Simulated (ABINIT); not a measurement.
## Quasiparticle gap of LiH (Fm-3m) in ABINIT

Wanted: ground state, empty states, screening and self-energy for LiH (Fm-3m).

Calculated with ABINIT 10.8.3; PBE and many-body steps on it, plane waves.

This is a report of a sequence of runs, with most program output left out.

The database entry behind the starting cell differs from later determinations by our own check (the deuteride, about 0.2 % short), so it need not match the best structure at ambient conditions.

### Step 1. Set-up

It takes space group Fm-3m (No. 225, cubic). The conventional cell has a = 4.074 Å, b = 4.074 Å, c = 4.074 Å, α = 90.00°, β = 90.00°, γ = 90.00°. Li has 6 H at 2.04 Å nearest. Nearest to H lie 6 Li at 2.04 Å. Farther neighbours are not listed.

The cell and positions come from the Crystallography Open Database and are kept as given unless a step says otherwise.

### Step 2. Ground state

This step: ABINIT 10.8.3; DFT, PBE, plane waves, norm-conserving pseudopotentials.

The ground-state density comes first.

run.abi reads:

```
acell 3*1.0 Angstrom
rprim 
  0.000000000000 2.036750000000 2.036750000000
  2.036750000000 -0.000000000000 2.036750000000
  2.036750000000 2.036750000000 -0.000000000000
ntypat 2
znucl 3 1
natom 2
typat 1 2
xred 
  0.000000000000 0.000000000000 0.000000000000
  0.500000000000 0.500000000000 0.500000000000
pp_dirpath "pseudos"
pseudos "Li.upf, H.upf"
ecut 33
ngkpt 8 8 8
nshiftk 1
shiftk 0 0 0
kptopt 1
chksymbreak 0
nband 7
occopt 1
tolvrs 1e-10
nstep 60
prtwf 0
optforces 0
optstress 0
indata_prefix "in"
outdata_prefix "out"
tmpdata_prefix "tmp"
```

Launch:

```console
OMP_NUM_THREADS=1 mpirun -n 4 abinit run.abi > log
```

It took 2.3 s on 4 MPI ranks of Arm Neoverse V2, shared host; peak memory 0.07 GiB; 8.8 s of CPU time.

Numbers from this step:

```
total energy               : -212.7305 eV
gap                        : 3.022 eV
k of the valence top       : 0.5, 0.5, 0
k of the conduction bottom : 0.5, 0.5, 0
least direct gap           : 3.022 eV
```

The gap is direct, at (0.500, 0.500, 0.000).

### Step 3. Bands along the symmetry lines

Levels along a band path, at the cheap level, show where the edges lie and whether the meshes to come will hold them.

run.abi reads:

```
acell 3*1.0 Angstrom
rprim 
  0.000000000000 2.036750000000 2.036750000000
  2.036750000000 -0.000000000000 2.036750000000
  2.036750000000 2.036750000000 -0.000000000000
ntypat 2
znucl 3 1
natom 2
typat 1 2
xred 
  0.000000000000 0.000000000000 0.000000000000
  0.500000000000 0.500000000000 0.500000000000
pp_dirpath "pseudos"
pseudos "Li.upf, H.upf"
ecut 33
iscf -2
irdden 1
kptopt 0
nkpt 50
kpt 
  0.00000000 0.00000000 0.00000000
  0.06250000 0.00000000 0.06250000
  0.12500000 0.00000000 0.12500000
  0.18750000 0.00000000 0.18750000
  0.25000000 0.00000000 0.25000000
  0.31250000 0.00000000 0.31250000
  0.37500000 0.00000000 0.37500000
  0.43750000 0.00000000 0.43750000
  0.50000000 0.00000000 0.50000000
  0.51562500 0.03125000 0.51562500
  0.53125000 0.06250000 0.53125000
  0.54687500 0.09375000 0.54687500
  0.56250000 0.12500000 0.56250000
  0.57812500 0.15625000 0.57812500
  0.59375000 0.18750000 0.59375000
  0.60937500 0.21875000 0.60937500
  0.62500000 0.25000000 0.62500000
  0.37500000 0.37500000 0.75000000
  0.32812500 0.32812500 0.65625000
  0.28125000 0.28125000 0.56250000
  0.23437500 0.23437500 0.46875000
  0.18750000 0.18750000 0.37500000
  0.14062500 0.14062500 0.28125000
  0.09375000 0.09375000 0.18750000
  0.04687500 0.04687500 0.09375000
  0.00000000 0.00000000 0.00000000
  0.06250000 0.06250000 0.06250000
  0.12500000 0.12500000 0.12500000
  0.18750000 0.18750000 0.18750000
  0.25000000 0.25000000 0.25000000
  0.31250000 0.31250000 0.31250000
  0.37500000 0.37500000 0.37500000
  0.43750000 0.43750000 0.43750000
  0.50000000 0.50000000 0.50000000
  0.50000000 0.46875000 0.53125000
  0.50000000 0.43750000 0.56250000
  0.50000000 0.40625000 0.59375000
  0.50000000 0.37500000 0.62500000
  0.50000000 0.34375000 0.65625000
  0.50000000 0.31250000 0.68750000
  0.50000000 0.28125000 0.71875000
  0.50000000 0.25000000 0.75000000
  0.50000000 0.21875000 0.71875000
  0.50000000 0.18750000 0.68750000
  0.50000000 0.15625000 0.65625000
  0.50000000 0.12500000 0.62500000
  0.50000000 0.09375000 0.59375000
  0.50000000 0.06250000 0.56250000
  0.50000000 0.03125000 0.53125000
  0.50000000 0.00000000 0.50000000
istwfk *1
nband 9
nbdbuf 2
tolwfr 1e-08
nstep 40
prtwf 0
prtvol 0
indata_prefix "in"
outdata_prefix "out"
tmpdata_prefix "tmp"
```

It took 2.1 s on 4 MPI ranks; peak memory 0.07 GiB; 8.2 s of CPU time.

Numbers from this step:

```yaml
gap: 3.022 eV
k_of_the_valence_top: 0.5, 0, 0.5
k_of_the_conduction_bottom: 0.5, 0, 0.5
least_direct_gap: 3.022 eV
```

The gap is 3.022 eV, as in the run before at this level.

The electronic bands at the labelled points (eV, zero at the top of the highest filled band; v1 is the highest filled band, c1 the lowest empty one):

| point | v2 | v1 | c1 | c2 | c3 | c4 |
| --- | --- | --- | --- | --- | --- | --- |
| Γ | -44.30 | -5.25 | 15.48 | 17.40 | 17.40 | 17.40 |
| halfway | -44.28 | -3.75 | 10.13 | 12.73 | 12.73 | 15.96 |
| X | -44.25 | 0.00 | 3.02 | 10.59 | 10.59 | 13.70 |
| halfway | -44.25 | -0.08 | 3.30 | 8.96 | 10.86 | 15.50 |
| U | -44.25 | -0.47 | 4.13 | 7.41 | 11.68 | 15.68 |
| jump to K | -44.25 | -0.47 | 4.13 | 7.41 | 11.68 | 15.68 |
| halfway | -44.27 | -3.67 | 9.75 | 9.89 | 15.65 | 16.99 |
| Γ | -44.30 | -5.25 | 15.48 | 17.40 | 17.40 | 17.40 |
| halfway | -44.28 | -4.21 | 9.46 | 14.60 | 16.21 | 16.21 |
| L | -44.26 | -2.49 | 4.80 | 13.25 | 16.07 | 16.07 |
| halfway | -44.26 | -1.61 | 5.00 | 8.66 | 12.93 | 15.97 |
| W | -44.25 | -0.20 | 5.24 | 5.24 | 11.40 | 17.12 |
| halfway | -44.25 | -0.10 | 3.58 | 7.93 | 10.99 | 16.83 |
| X | -44.25 | 0.00 | 3.02 | 10.59 | 10.59 | 13.70 |

### Step 4. Empty states on the mesh, 6×6×6 mesh, 54 bands

The sums over transitions need many empty states on a uniform mesh; this step solves for them.

run.abi reads:

```
acell 3*1.0 Angstrom
rprim 
  0.000000000000 2.036750000000 2.036750000000
  2.036750000000 -0.000000000000 2.036750000000
  2.036750000000 2.036750000000 -0.000000000000
ntypat 2
znucl 3 1
natom 2
typat 1 2
xred 
  0.000000000000 0.000000000000 0.000000000000
  0.500000000000 0.500000000000 0.500000000000
pp_dirpath "pseudos"
pseudos "Li.upf, H.upf"
ecut 33
ngkpt 6 6 6
nshiftk 1
shiftk 0 0 0
kptopt 1
chksymbreak 0
irdden 1
istwfk *1
nband 54
prtvol 0
optdriver 6
gwr_task "HDIAGO"
paral_kgb 0
occopt 1
indata_prefix "in"
outdata_prefix "out"
tmpdata_prefix "tmp"
```

Elapsed: 5.7 s, on 4 MPI ranks; peak memory 0.5 GiB; 22 s of CPU time.

Numbers from this step:

| Quantity | Value |
| --- | --- |
| gap | 3.022 eV |
| k of the valence top | 0.5, 0.5, 0 |
| k of the conduction bottom | 0.5, 0.5, 0 |
| least direct gap | 3.022 eV |
| k points computed | 16 |
| lowest point of the top converged band, above the valence top | 94.5987 eV |

On this mesh the gap is 3.022 eV.

### Step 5. Screening, 6×6×6 mesh, 46 bands, screening to 130.6 eV

The RPA dielectric matrix is built and inverted for each q.

This step: RPA screening on PBE, plane waves, norm-conserving pseudopotentials.

run.abi, as its differences from that of step 4:

```diff
@@ -20,10 +20,11 @@
 chksymbreak 0
-irdden 1
 istwfk *1
-nband 54
-prtvol 0
-optdriver 6
-gwr_task "HDIAGO"
-paral_kgb 0
 occopt 1
+irdwfk 1
+optdriver 3
+nband 46
+ecuteps 4.8
+inclvkb 2
+awtr 1
+symchi 1
 indata_prefix "in"
```

The job ended after 3.4 s (4 MPI ranks; peak memory 0.4 GiB; 13 s of CPU time).

This step gave:

```
ε∞ with local fields, on this mesh, along the program's q direction : 4.184
the same without local fields                                       : 4.587
plasma frequency                                                    : 18.07 eV
plane waves in the screening matrix                                 : 59
```

Local fields lower ε∞ by 9 %.

### Step 6. Self-energy, 6×6×6 mesh, 46 bands, screening to 130.6 eV

The self-energy is evaluated for the states that the input lists, and the levels follow from it, in one-shot runs by the linearised quasiparticle equation.

This step: G0W0 on PBE, plane waves, norm-conserving pseudopotentials.

run.abi, as its differences from that of step 5:

```diff
@@ -23,8 +23,17 @@
 irdwfk 1
-optdriver 3
+optdriver 4
 nband 46
+gwcalctyp 0
+ecutsigx 33
+symsigma 1
+nkptgw 2
+kptgw 
+  0.5000000000 0.5000000000 0.0000000000
+  0.0000000000 0.0000000000 0.0000000000
+bdgw 
+  1 5
+  1 6
 ecuteps 4.8
-inclvkb 2
-awtr 1
-symchi 1
+irdscr 1
+ppmodel 1
 indata_prefix "in"
```

It took 2 s on 4 MPI ranks; peak memory 0.12 GiB.

This step gave:

| Property | Result |
| --- | --- |
| G0W0 gap on the points computed | 4.849 eV |
| starting gap on the mesh | 3.022 eV |
| k of the valence top | 0.5, 0.5, 0 |
| k of the conduction bottom | 0.5, 0.5, 0 |
| Z at the valence top | 0.771 |
| Z at the conduction bottom | 0.81 |
| least direct G0W0 gap on the computed points | 4.849 eV |

The gap on the mesh goes from 3.02 eV to 4.85 eV, a correction of +1.83 eV.

Limits: finite bands, cutoff and mesh. v1 is the top filled band, c1 the lowest empty one. Levels before and after the correction, in eV, zero at the valence-band top of each column:

|  | conduction bottom | valence top |
| --- | --- | --- |
| Kohn-Sham | 3.02 | 0.00 |
| G0W0 | 4.85 | 0.00 |

|  | level | energy (eV) |
| --- | --- | --- |
| Kohn-Sham | (0.5 0.5 0) v2 | -44.251 |
| Kohn-Sham | (0.5 0.5 0) v1 | 0.000 |
| Kohn-Sham | (0.5 0.5 0) c1 | 3.022 |
| Kohn-Sham | (0.5 0.5 0) c2-c3 | 10.588 |
| G0W0 | (0.5 0.5 0) v2 | -49.958 |
| G0W0 | (0.5 0.5 0) v1 | 0.000 |
| G0W0 | (0.5 0.5 0) c1 | 4.849 |
| G0W0 | (0.5 0.5 0) c2-c3 | 12.715 |

### Step 7. Where the time went

Times are wall times on 4 MPI ranks of Arm Neoverse V2, shared host, good to a factor of about two.

| step | time | share | memory (GiB) |
| --- | --- | --- | --- |
| ground state | 2.3 s | 15 % | 0.07 |
| bands along the symmetry lines | 2.1 s | 14 % | 0.07 |
| empty states on the mesh | 5.7 s | 37 % | 0.5 |
| screening | 3.4 s | 22 % | 0.4 |
| self-energy | 2 s | 13 % | 0.12 |

### Step 8. Results

```json
{
  "PBE gap": "3.02 eV, direct",
  "G0W0 gap on the mesh": "4.85 eV",
  "GW settings": "6×6×6 mesh, 46 bands, screening to 130.6 eV, Godby-Needs plasmon pole",
  "known limits": "not at the basis limit"
}
```

G0W0 moves the gap on the mesh from 3.02 eV to 4.85 eV (+1.83 eV), with Z of 0.77 and 0.81 at the edges. Local fields lower the RPA ε∞ on this mesh from 4.59 to 4.18. Only 2 of the mesh's irreducible points were corrected, so a valley elsewhere could overtake. The dearest step here is «empty states on the mesh». Bands and cutoff are finite, so the gap is not at the basis limit. The miss can reach some tenths of an eV and take either sign; the mesh is an error of its own. In the G0W0 run levels were corrected at 2 k points alone, so a gap called «on the mesh» is the least over those, and an edge elsewhere would be missed.

[Paths, hosts, dates, memory and timing lines, banners, echoed tables and standing remarks are left out of the program output.]

[Logs are printed without paths, hosts, clocks, repeated set-up lines and the standing remarks that a program may print on its own settings, such as how far it seeks lower states.]

[Runs of the session that timed out or met a known fault of the program may be left out.]

[Hosts, paths, dates, database ids (printed as entryN), source tags and the programs' standing remarks are cut or masked in the printed files.]

[G0W0 gaps are taken among the corrected bands and points alone; a level outside them can change the order at an edge.]

[Where Ansatz stands beside ABINIT at settings called matched, ABINIT's density can come from a denser mesh and the files from another edition; pairs whose starting gaps differed by over 0.03 eV were left out, so agreement reads better than it is.]
